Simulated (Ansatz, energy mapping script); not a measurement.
**Spin model of FeI2 monolayer from collinear orders**

Wanted: the magnetic order of FeI2 monolayer, its couplings and an estimate of its ordering temperature, by LDA+U (4.95 eV).

Calculated with Ansatz 0.2.0; LDA with U = 4.95 eV on Fe d, ortho-atomic projectors; plane waves, U on orthogonalised atomic orbitals unless named otherwise, collinear spin, no spin–orbit coupling.

## Step 1: The starting structure

The cell holds 3 atoms: 1 Fe and 2 I. Cell: a = 4.040 Å, b = 4.040 Å, c = 18.375 Å, α = 90.0°, β = 90.0°, γ = 120.0°. It derives from FeI2. one layer cut from the bulk crystal, unrelaxed, 15 A of vacuum. Vacuum lies along c.

Coordinates:

```cif
data_structure
_symmetry_space_group_name_H-M 'P 1'
_symmetry_Int_Tables_number 1
_cell_length_a 4.0400
_cell_length_b 4.0400
_cell_length_c 18.3750
_cell_angle_alpha 90.000
_cell_angle_beta 90.000
_cell_angle_gamma 120.000
_cell_volume 259.73
loop_
_atom_site_label
_atom_site_type_symbol
_atom_site_fract_x
_atom_site_fract_y
_atom_site_fract_z
_atom_site_occupancy
Fe1 Fe 0.00000 0.00000 0.50000 1
I2 I 0.66667 0.33333 0.59184 1
I3 I 0.33333 0.66667 0.40816 1
```

The U corrects the self-interaction that lets semilocal functionals spread d and f electrons too far. Its value here is typed, not computed.

## Step 2: One set of occupation matrices for all orders

A corrected shell can settle in several orbital fillings. One parallel run, with an occupation width a fifth wider than the orders use, therefore is to supply the occupation matrices. All orders start from them.

input.yaml

```yaml
crystal:
  lattice:
    - [4.040000213, 0.0, 0.0]
    - [-2.020000106, 3.498742816, 0.0]
    - [0.0, 0.0, 18.375]
  atoms:
    - { symbol: Fe, position: [0.0, 0.0, 0.5], spin: 4.0 }
    - { symbol: I, position: [0.666666667, 0.333333333, 0.591837] }
    - { symbol: I, position: [0.333333333, 0.666666667, 0.408163] }
magnetization:
  spin_polarized: true
kpoints:
  mp_grid: { grid: [6, 6, 1] }
hamiltonian:
  xc: lda
  hubbard:
    sites: [{ species: Fe, l: d, u_eff: 4.95 }]
    projectors: ortho-atomic
scf:
  occupations: { method: fermi_dirac, width: 0.06 }
output:
  eigenvalues: true
```

The run is started by

```console
> ansatz run input.yaml --threads 4 --pin off --max-ram 8192MiB --backend cpu --events-out ev --progress --plain --runs-dir out
```

Numbers of over 12 decimals in the logs are rounded to 6 here.

Log:

```text
Engine: ansatz 0.2.0, aarch64-unknown-linux-gnu
Pseudopotentials: kind: paw
Pseudopotential: Fe, paw, valence charge 16, recommended cutoff 420 eV (normal), Fe.paw.azcp
Pseudopotential: I, paw, valence charge 17, recommended cutoff 420 eV (normal), I.paw.azcp
Functional definition: SPW92
  exchange = slater_x
  correlation = pw_c
Crystal: 3 atoms, lattice volume = 259.729 Å³
Basis set: ecut = 420 eV, 5125 PW (Γ)
Bands: 33, of which v1, the nominal top of the filled ones, is band 25 counted from 1 (24 counted from 0)
Symmetry: 12 space group operations
Space group: P-3m1 (ITA 164), of the structure as read, at distance tolerance 6.4e-5 Å
Magnetic group: BNS 164.85 (UNI 1315), of the structure as read, at distance tolerance 6.4e-5 Å
k-points: 7 of 36
Non-local potential: Fe, projectors of the file, l = 0: 3, l = 1: 2, l = 2: 3, l = 3: 1
Non-local potential: I, projectors of the file, l = 0: 2, l = 1: 2, l = 2: 2, l = 3: 2
PAW form: soft (Blöchl's): semilocal exchange-correlation on the pseudo side does not see the compensation charge
PAW frozen core: Fe, regenerated for the run's functional, and the local potential with it (the file was generated under x = pbe(κ = 0.804, μ = 0.219515), c = pbe(β = 0.066725))
PAW frozen core: I, regenerated for the run's functional, and the local potential with it (the file was generated under x = pbe(κ = 0.804, μ = 0.219515), c = pbe(β = 0.066725))
PAW one-centre angular grid: Fe, 590 points (default); XC on 64 Gauss nodes
PAW one-centre angular grid: I, 590 points (default); XC on 64 Gauss nodes
Initial density: superposition of atomic densities (neutral atoms: chi_scale 0, normalization atom)
Starting moments: Σ|m| = 4 μB on 1 of 3 sites
Initial wavefunctions: pseudopotential atomic-orbital guess
Functional: x = slater, c = lda
iter 1 solved again at ethr=3.56e-4 eV; its pass at ethr=3.10e-3 eV (dr2=1.78e-1 eV) is discarded
SCF iter   1: F=—  HF=-19128.388579 eV  |F-HF|=—  |Δ(HF+E_count)|=         —  Δρ=8.74e-3 (↑4.74e-3 ↓8.74e-3)  dr2=1.86e-1  dr2_m=6.13e-2  M=4.000 μB ∫|m|=4.007 μB  β_m=1.00  ethr=3.56e-4  ⟨swp⟩=2.0  Hψ=3241  notcnv=0
preconditioner: auto → none  [metal: Δε(μ)=0.086 eV  Ē_g=9.714 eV  σ=0.060 eV  W_gap=0.34  n_scr=54 (ndim 8)  ℏωp=10.8 eV  f_vac=0.623  D(μ)=4.79/eV (n_scr^D=16)  sad-step TF]
SCF iter   2: F=—  HF=-19128.587790 eV  |F-HF|=—  |Δ(HF+E_count)|=   1.99e-1  Δρ=4.05e-3 (↑3.72e-3 ↓4.05e-3)  dr2=1.15e-1  dr2_m=1.30e-3  M=4.000 μB ∫|m|=4.022 μB  β_m=1.00  ethr=3.56e-4  ⟨swp⟩=2.6  Hψ=681  notcnv=0
SCF iter   3: F=—  HF=-19128.625615 eV  |F-HF|=—  |Δ(HF+E_count)|=   3.78e-2  Δρ=2.11e-3 (↑1.90e-3 ↓2.11e-3)  dr2=2.74e-2  dr2_m=8.63e-4  M=4.000 μB ∫|m|=4.023 μB  β_m=0.30  ethr=2.29e-4  ⟨swp⟩=3.1  Hψ=730  notcnv=0  defer=9
[...]
spin=Collinear: Resta preconditioning applied to the charge; magnetization (m = ρ↑ − ρ↓) channel mixes plain (no charge-response kernel on spin).
[...]
SCF 4 converged in 3 iterations: F = -19129.921047 eV  dr2 = 4.49e-9
Symmetry: 2 space group operations
k-points: 20 of 36
[...]
spin=Collinear: Resta preconditioning applied to the charge; magnetization (m = ρ↑ − ρ↓) channel mixes plain (no charge-response kernel on spin).
[...]
an SCF along what the orbitals of the run's state read of its open shells (or to have them read: on a GPU, or by another smearing), with 10 of the crystal's symmetry operations given up (20 k-points in place of 7), reached no lower state that the run goes on to. This is no proof of a minimum
the search or the solves at the SCF's close seem to have found levels that the self-consistency loop had missed (the run counts 1). By its estimate they hold under 1e-12 electrons; where the run keeps them, the occupations were computed again with them
SCF converged after 3 iterations
Stability not told: the lowest value that the SCF's own minimisation read on its close, 1.5e-1 (residual 2.1e-3), is positive but too near zero to vouch for directions that it does not look along: no lower mode is shown, and none is ruled out
Magnetization: 4.0000 μB (27.0000 up, 23.0000 down)
Absolute magnetization: 4.0075 μB (∫|ρ↑−ρ↓|, with the PAW one-centre terms)
Spin contamination: 0.0088 ħ² per cell (⟨S²⟩ above its minimum at these occupations)
Per-site moments (μB) at R_I (Å): [(3.639482, 1.187556), (0.080624, 1.187556), (0.080624, 1.187556)]
Free energy (F): -19129.921047 eV
Harris-Foulkes:  -19129.921047 eV  (|F-HF|=4.47e-9)
Internal energy: -19129.921047 eV  (E = F + TS)
E sigma→0 (E₀):  -19129.921047 eV
Entropy (-TS):   -0.000000 eV (-0.000 meV/atom)
Fermi energy:    -0.477358 eV
--- Per-component energies (eV) ---
  E_band       = -1546.836713
  E_kinetic    = 717.310568
  E_local      = -32161.689826  (includes V_loc(G=0)·N_el)
  E_nonlocal   = 63.421728
  E_hartree    = 15697.448486
  E_xc         = -366.100706
  E_vxc        = -401.556373  (∫ρ·V_xc dr)
  E_hubbard    = 0.826710  (on-site DFT+U / exact-exchange correction)
  E_vhub       = -14.053988  (the Hubbard potential's part of the band-sum identity)
  E_paw        = -10630.567013  (= ΣΔE_a)
  E_vpaw       = -1145.171663  (= ΣTr[D̂ρ^β])
  E_aug_tail   = 0.001005  (compensation charges beyond the density's cutoff)
  E_ewald      = 7547.464036
  E_core_change = 1.963966  (= ΣΔE_core)
  E_smearing   = -0.000000  (= −TS)
  E_closure    = 0.000000  (closes the sum)
  Σ components = -19129.921047   (vs F -19129.921047, Δ=0.00e0)
--- Band table (eV; the first three rows and the last of 26) ---
  k-point 0 ↑: bands = [... 21 lower, -5.0120, -2.7498, -1.7826, -1.7442, -1.3801, -1.3207, 2.0101, 3.0480, ... 4 higher]
  k-point 1 ↑: bands = [... 21 lower, -4.9736, -2.8965, -2.5796, -2.3059, -2.1182, -1.4223, 2.6937, 3.6947, ... 4 higher]
  k-point 2 ↑: bands = [... 21 lower, -5.0624, -4.3183, -3.3673, -2.7319, -2.1937, -1.6130, 1.9354, 3.7103, ... 4 higher]
  k-point 12 ↓: bands = [... 21 lower, -2.8738, -2.5086, 0.3694, 0.9636, 1.1039, 1.6746, 2.2995, 3.6998, ... 4 higher]
Occupation matrices written to <dir>
```

The job ended after 95 s (4 threads of Arm Neoverse V1, shared host; peak memory 1.1 GiB).

This step gave:

| Property | Result |
| --- | --- |
| final state | ferromagnetic |
| electrons in the corrected shells | 6.346 e |
| largest moment | 3.639 μB |

## Step 3: Order 1: parallel, cell A of 6 atoms

The parallel order is the zero of energy for this cell and mesh.

input.yaml

```yaml
crystal:
  lattice:
    - [4.040000213, 0.0, 0.0]
    - [-4.040000212, 6.997485632, 0.0]
    - [0.0, 0.0, 18.375]
  atoms:
    - { symbol: Fe, position: [0.0, 0.0, 0.5], spin: 4.0 }
    - { symbol: Fe, position: [0.0, 0.5, 0.5], spin: 4.0 }
    - { symbol: I, position: [0.666666667, 0.166666666, 0.591837] }
    - { symbol: I, position: [0.666666667, 0.666666667, 0.591837] }
    - { symbol: I, position: [0.333333333, 0.333333334, 0.408163] }
    - { symbol: I, position: [0.333333333, 0.833333333, 0.408163] }
magnetization:
  spin_polarized: true
kpoints:
  mp_grid: { grid: [6, 3, 1] }
hamiltonian:
  xc: lda
  hubbard:
    sites:
      - { species: Fe, l: d, u_eff: 4.95 }
      - { site: 0, l: d, u_eff: 4.95, starting_ns: [{ spin: up, occupation_matrix: fe1_major }, { spin: down, occupation_matrix: fe1_minor }] }
      - { site: 1, l: d, u_eff: 4.95, starting_ns: [{ spin: up, occupation_matrix: fe1_major }, { spin: down, occupation_matrix: fe1_minor }] }
    projectors: ortho-atomic
    occupation_matrices:
      fe1_major:
        matrix:
          - [0.999, 0.0, 0.0, 0.0, 0.0]
          - [0.0, 0.998, 0.0, 0.0, 0.0]
          - [0.0, 0.0, 0.998, 0.0, 0.0]
          - [0.0, 0.0, 0.0, 0.998, 0.0]
          - [0.0, 0.0, 0.0, 0.0, 0.998]
      fe1_minor:
        matrix:
          - [0.022, -0.005, 0.003, -0.002, 0.003]
          - [-0.005, 0.194, 0.131, 0.183, 0.054]
          - [0.003, 0.131, 0.344, 0.265, 0.183]
          - [-0.002, 0.183, 0.265, 0.572, 0.301]
          - [0.003, 0.054, 0.183, 0.301, 0.223]
scf:
  occupations: { method: fermi_dirac, width: 0.05 }
output:
  eigenvalues: true
```

Log:

```text
Warning: crystal.symmetry: narrowed to the stabiliser of the occupation matrices — unitary ops 8 → 4; lowered by the specified shells (site 0, l: d), (site 1, l: d); largest admitted image defect 4.4e-16, smallest excluded 6.0e-1 — at a splitting's scale: the group the occupation matrices' own texture admits
[...]
Crystal: 6 atoms, lattice volume = 519.458 Å³
Basis set: ecut = 420 eV, 10211 PW (Γ)
Bands: 65, of which v1, the nominal top of the filled ones, is band 50 counted from 1 (49 counted from 0)
Symmetry: 4 space group operations
k-points: 10 of 18
[...]
Starting moments: Σ|m| = 8 μB on 2 of 6 sites
[...]
SCF iter  20: F=-38259.842094 eV  HF=-38259.842094 eV  |F-HF|=7.28e-11  |Δ(HF+E_count)|=   1.92e-9  Δρ=1.03e-7 (↑7.07e-8 ↓1.03e-7)  dr2=9.10e-11  dr2_m=6.83e-12  M=8.000 μB ∫|m|=8.015 μB  ethr=1.00e-12  ⟨swp⟩=1.0  Hψ=3547  notcnv=0
SCF 1 converged in 20 iterations: F = -38259.842094 eV  dr2 = 9.10e-11
[...]
SCF converged after 20 iterations
an eigenvalue changed by more than its tolerance at an iteration that met the thresholds in force, so the SCF went on 7 times, its first undamped step at iteration 14: the last check found none over its tolerance
Magnetization: 8.0000 μB (54.0000 up, 46.0000 down)
Absolute magnetization: 8.0151 μB (∫|ρ↑−ρ↓|, with the PAW one-centre terms)
[...]
Per-site moments (μB) at R_I (Å): [(3.639480, 1.187556), (3.639480, 1.187556), (0.080625, 1.187556), (0.080625, 1.187556), (0.080625, 1.187556), (0.080625, 1.187556)]
Free energy (F): -38259.842094 eV
[...]
Internal energy: -38259.842094 eV  (E = F + TS)
E sigma→0 (E₀):  -38259.842094 eV
Fermi energy:    -0.477862 eV
[...]
--- Specified on-site occupations, and those of the state reported ---
  electrons in the specified blocks: 12.6920 specified, 12.6929 found
  site 0 (l=d) ↑: largest change of an orbital's occupation 0.0011; electrons 4.9910 specified, 4.9915 found; spectral distance 0.0013
[...]
site 1 (l=d) ↓: largest change of an orbital's occupation 0.0009; electrons 1.3550 specified, 1.3549 found; spectral distance 0.0007
[...]
--- Band table (eV; the first three rows and the last of 20) ---
  k-point 0 ↑: bands = [... 46 lower, -3.0081, -2.7498, -2.0868, -1.7826, -1.7442, -1.7030, -1.3801, -1.3208, ... 11 higher]
  k-point 1 ↑: bands = [... 46 lower, -2.8965, -2.7319, -2.5796, -2.3059, -2.1937, -2.1182, -1.6130, -1.4223, ... 11 higher]
  k-point 2 ↑: bands = [... 46 lower, -3.3364, -2.8965, -2.5796, -2.3534, -2.3059, -2.1182, -1.9786, -1.4223, ... 11 higher]
  k-point 9 ↓: bands = [... 46 lower, 0.6262, 0.7249, 0.7971, 0.9975, 1.0983, 1.1538, 1.6368, 1.7067, ... 11 higher]
Occupation matrices written to <dir>
```

It took 30 s on 4 threads; peak memory 1.4 GiB.

Spin moment in the sphere by atom:

```csv
atom,spin moment in the sphere (μB)
Fe1,3.64
Fe2,3.64
I3,0.08
I4,0.08
I5,0.08
I6,0.08
```

The run ends ferromagnetic.

## Step 4: Order 2: compensated +−, cell A of 6 atoms

This order reverses 4 of the 6 neighbours at 4.04 Å, 4 of the 6 neighbours at 7.00 Å and 0 of the 6 neighbours at 8.08 Å, counted for an average magnetic atom.

Edit input.yaml of step 3 so:

```diff
@@ -7,3 +7,3 @@
     - { symbol: Fe, position: [0.0, 0.0, 0.5], spin: 4.0 }
-    - { symbol: Fe, position: [0.0, 0.5, 0.5], spin: 4.0 }
+    - { symbol: Fe, position: [0.0, 0.5, 0.5], spin: -4.0 }
     - { symbol: I, position: [0.666666667, 0.166666666, 0.591837] }
@@ -22,3 +22,3 @@
       - { site: 0, l: d, u_eff: 4.95, starting_ns: [{ spin: up, occupation_matrix: fe1_major }, { spin: down, occupation_matrix: fe1_minor }] }
-      - { site: 1, l: d, u_eff: 4.95, starting_ns: [{ spin: up, occupation_matrix: fe1_major }, { spin: down, occupation_matrix: fe1_minor }] }
+      - { site: 1, l: d, u_eff: 4.95, starting_ns: [{ spin: up, occupation_matrix: fe1_minor }, { spin: down, occupation_matrix: fe1_major }] }
     projectors: ortho-atomic
```

Log:

```text
[...]
Crystal: 6 atoms, lattice volume = 519.458 Å³
Basis set: ecut = 420 eV, 10211 PW (Γ)
Bands: 65, of which v1, the nominal top of the filled ones, is band 50 counted from 1 (49 counted from 0)
Symmetry: 2 space group operations
k-points: 10 of 18
[...]
Starting moments: Σ|m| = 8 μB on 2 of 6 sites
[...]
SCF iter  48: F=-38259.841399 eV  HF=-38259.841399 eV  |F-HF|=1.65e-9  |Δ(HF+E_count)|=   1.00e-8  Δρ=4.45e-7 (↑4.45e-7 ↓4.45e-7)  dr2=7.00e-10  dr2_m=4.58e-10  M=0.000 μB ∫|m|=7.702 μB  ethr=1.80e-12  ⟨swp⟩=1.0  Hψ=1751  notcnv=0
SCF 1 converged in 48 iterations: F = -38259.841399 eV  dr2 = 7.00e-10
[...]
SCF converged after 48 iterations
[...]
Magnetization: 0.0000 μB (50.0000 up, 50.0000 down)
Absolute magnetization: 7.7008 μB (∫|ρ↑−ρ↓|, with the PAW one-centre terms)
[...]
Per-site moments (μB) at R_I (Å): [(3.632990, 1.187556), (-3.632990, 1.187556), (0.020417, 1.187556), (-0.020417, 1.187556), (-0.020417, 1.187556), (0.020417, 1.187556)]
Free energy (F): -38259.841399 eV
[...]
Internal energy: -38259.841399 eV  (E = F + TS)
E sigma→0 (E₀):  -38259.841399 eV
Fermi energy:    -0.430657 eV
[...]
--- Specified on-site occupations, and those of the state reported ---
  electrons in the specified blocks: 12.6920 specified, 12.6948 found
[...]
--- Band table (eV; the first three rows and the last of 20) ---
  k-point 0 ↑: bands = [... 46 lower, -1.7199, -1.6834, -1.6027, -1.5284, 0.8015, 0.8474, 1.0566, 1.5423, ... 11 higher]
  k-point 1 ↑: bands = [... 46 lower, -2.4074, -2.2132, -2.0419, -1.4830, 0.7335, 0.9112, 1.0124, 1.6565, ... 11 higher]
  k-point 2 ↑: bands = [... 46 lower, -2.5098, -2.3220, -2.0648, -1.5950, 0.7820, 0.8631, 0.9845, 1.6518, ... 11 higher]
  k-point 9 ↓: bands = [... 46 lower, -2.9451, -2.7357, -2.3280, -1.9514, 0.6757, 0.8901, 1.0934, 1.6374, ... 11 higher]
Occupation matrices written to <dir>
```

Run time: 36 s. Hardware: 4 threads; peak memory 1.4 GiB; 2.3 min of CPU time.

Spin moment in the sphere by atom:

```csv
atom,spin moment in the sphere (μB)
Fe1,3.63
Fe2,-3.63
I3,0.02
I4,-0.02
I5,-0.02
I6,0.02
```

The run ends antiferromagnetic, 0.35 meV a magnetic atom above the parallel order of its cell.

## Step 5: Order 3: parallel, cell B of 9 atoms

The parallel order again, as the reference for this cell.

input.yaml

```yaml
crystal:
  lattice:
    - [1.0e-09, 6.997485632, 0.0]
    - [-6.060000318, 10.496228448, 0.0]
    - [0.0, 0.0, 18.375]
  atoms:
    - { symbol: Fe, position: [0.0, 0.0, 0.5], spin: 4.0 }
    - { symbol: Fe, position: [0.0, 0.333333333, 0.5], spin: 4.0 }
    - { symbol: Fe, position: [0.0, 0.666666667, 0.5], spin: 4.0 }
    - { symbol: I, position: [0.666666667, 0.666666666, 0.591837] }
    - { symbol: I, position: [0.666666667, 0.0, 0.591837] }
    - { symbol: I, position: [0.666666667, 0.333333333, 0.591837] }
    - { symbol: I, position: [0.333333333, 0.0, 0.408163] }
    - { symbol: I, position: [0.333333333, 0.333333334, 0.408163] }
    - { symbol: I, position: [0.333333333, 0.666666667, 0.408163] }
magnetization:
  spin_polarized: true
kpoints:
  mp_grid: { grid: [6, 6, 1] }
hamiltonian:
  xc: lda
  hubbard:
    sites:
      - { species: Fe, l: d, u_eff: 4.95 }
      - { site: 0, l: d, u_eff: 4.95, starting_ns: [{ spin: up, occupation_matrix: fe1_major }, { spin: down, occupation_matrix: fe1_minor }] }
      - { site: 1, l: d, u_eff: 4.95, starting_ns: [{ spin: up, occupation_matrix: fe1_major }, { spin: down, occupation_matrix: fe1_minor }] }
      - { site: 2, l: d, u_eff: 4.95, starting_ns: [{ spin: up, occupation_matrix: fe1_major }, { spin: down, occupation_matrix: fe1_minor }] }
    projectors: ortho-atomic
    occupation_matrices:
      fe1_major:
        matrix:
          - [0.999, 0.0, 0.0, 0.0, 0.0]
          - [0.0, 0.998, 0.0, 0.0, 0.0]
          - [0.0, 0.0, 0.998, 0.0, 0.0]
          - [0.0, 0.0, 0.0, 0.998, 0.0]
          - [0.0, 0.0, 0.0, 0.0, 0.998]
      fe1_minor:
        matrix:
          - [0.022, -0.005, 0.003, -0.002, 0.003]
          - [-0.005, 0.194, 0.131, 0.183, 0.054]
          - [0.003, 0.131, 0.344, 0.265, 0.183]
          - [-0.002, 0.183, 0.265, 0.572, 0.301]
          - [0.003, 0.054, 0.183, 0.301, 0.223]
scf:
  occupations: { method: fermi_dirac, width: 0.05 }
output:
  eigenvalues: true
```

Log:

```text
[...]
Crystal: 9 atoms, lattice volume = 779.188 Å³
Basis set: ecut = 420 eV, 15283 PW (Γ)
Bands: 98, of which v1, the nominal top of the filled ones, is band 75 counted from 1 (74 counted from 0)
Symmetry: 6 space group operations
k-points: 20 of 36
[...]
Starting moments: Σ|m| = 12 μB on 3 of 9 sites
[...]
k-point 1 ↑: bands = [... 71 lower, -3.5919, -2.6920, -2.5028, -2.3658, -2.1833, -2.1258, -2.0478, -1.9922, ... 19 higher]
  k-point 2 ↑: bands = [... 71 lower, -3.0546, -2.9290, -2.8310, -2.5628, -2.5310, -2.0786, -2.0068, -1.9371, ... 19 higher]
  k-point 19 ↓: bands = [... 71 lower, 0.8396, 0.8982, 0.8982, 0.9529, 0.9529, 0.9644, 1.1045, 1.5524, ... 19 higher]
Occupation matrices written to <dir>
[key lines of the parts left out:]
SCF converged after 17 iterations
Magnetization: 12.0000 μB (81.0000 up, 69.0000 down)
Free energy (F): -57389.769459 eV
Fermi energy:    -0.484724 eV
```

It took 2.4 min on 4 threads; peak memory 3.5 GiB; 8.8 min of CPU time.

The run ends ferromagnetic. For each magnetic atom its energy differs from the parallel run of the first cell by -2.11 meV, an error that one common reference would have brought in.

(Continued in part 2 of 2.)

[Logs and program files are shortened in this print: banners, set-up blocks, solver, clock and traceback lines can be left out without a mark of their own.]

[Logs are printed without paths, hosts, clocks, repeated set-up lines and the standing remarks that a program may print on its own settings, such as how far it seeks lower states.]

[Hosts, paths, dates, database ids (printed as entryN), source tags and the programs' standing remarks are cut or masked in the printed files.]

[Where a cell is said to come from a database of computed structures, the database is the Materials Project.]
